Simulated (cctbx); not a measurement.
**Interatomic vectors of CaDyOs**

Space group Pnma (no. 62), a = 7.6930 Å, b = 4.5000 Å, c = 8.9860 Å, α = 90.00°, β = 90.00°, γ = 90.00°, content Os4 Dy4 Ca4.

Simulated single-crystal data (cctbx): Mo Kα, λ = 0.71073 Å, to d = 0.8 Å, 70 % of the full sphere, strongest reflection 40000 counts, noise from counting, a 3 % proportional error and a noise floor of 15 counts (s.d.); no absorption, some extinction.

Patterson synthesis, origin scaled to 1000:

```text
Patterson group P m m m
      u       v       w   height  length (A)
  0.000   0.000   0.000   1000.0     0.00
  0.000   0.500   0.500    504.9     5.02
  0.500   0.000   0.244    251.5     4.43
  0.500   0.500   0.258    242.1     5.02
  0.299   0.500   0.063    231.9     3.27
  0.199   0.500   0.186    229.4     3.19
  0.288   0.000   0.442    215.3     4.55
  0.207   0.000   0.317    213.0     3.27
  0.413   0.500   0.500    200.6     5.94
  0.500   0.000   0.126    193.0     4.01
  0.081   0.500   0.377     89.2     4.12
  0.374   0.000   0.063     49.3     2.93
  0.054   0.125   0.111     14.3     1.22
  0.126   0.127   0.049     13.9     1.21
```

**Question.** Which atom pairs make the peaks, and where is the heaviest atom?

A peak at u stands for all pairs with xi − xj = u, with weight Σ ZiZj against Σ Z² = 42128 at the origin. Peak heights follow these weights only roughly, since form factors, motion and series ripples differ, all vectors within 0.55 Å of a peak are counted as merged into it though the farther ones add only part of their weight, and F(000) is left out, which lowers the whole map:

| u | v | w | shortest length (Å) | height | 1000 ΣZiZj/ΣZ² | pairs in the cell |
| --- | --- | --- | --- | --- | --- | --- |
| 0.000 | 0.500 | 0.500 | 5.02 | 505 | 548 | 4 × Os–Os |
| 0.500 | 0.000 | 0.244 | 4.43 | 252 | 274 | 2 × Os–Os |
| 0.500 | 0.500 | 0.258 | 5.02 | 242 | 274 | 2 × Os–Os |
| 0.299 | 0.500 | 0.063 | 3.27 | 232 | 238 | 2 × Os–Dy |
| 0.199 | 0.500 | 0.186 | 3.19 | 229 | 238 | 2 × Os–Dy |
| 0.288 | 0.000 | 0.442 | 4.55 | 215 | 238 | 2 × Os–Dy |
| 0.207 | 0.000 | 0.317 | 3.26 | 213 | 238 | 2 × Os–Dy |
| 0.413 | 0.500 | 0.500 | 5.95 | 201 | 207 | 2 × Dy–Dy |
| 0.500 | 0.000 | 0.126 | 4.01 | 193 | 207 | 2 × Dy–Dy |
| 0.081 | 0.500 | 0.377 | 4.11 | 89 | 103 | 1 × Dy–Dy |

The table stops at ten peaks or at a height of 45, below which ripples compete. In the model behind the data Os, the heaviest element, has 1 independent site: (0.2539, 1/4, 0.6281), up to an allowed shift of origin; the Os–Os vectors are differences of these positions and their symmetry mates. Elements of similar Z can't be told apart from the map alone. The whole model:

| atom | mult. | x | y | z | Ueq (Å²) |
| --- | --- | --- | --- | --- | --- |
| Os1 | 4 | 0.2539 | 1/4 | 0.6281 | 0.0176 |
| Dy1 | 4 | 0.4568 | 3/4 | 0.8134 | 0.0124 |
| Ca1 | 4 | 0.8662 | 3/4 | 0.0658 | 0.0125 |

The model was made for the exercise: a known structure type with other elements put in, its volume estimated, not relaxed; displacement parameters are assumed.

[Logs are printed without paths, hosts, clocks, repeated set-up lines and the standing remarks that a program may print on its own settings, such as how far it seeks lower states.]
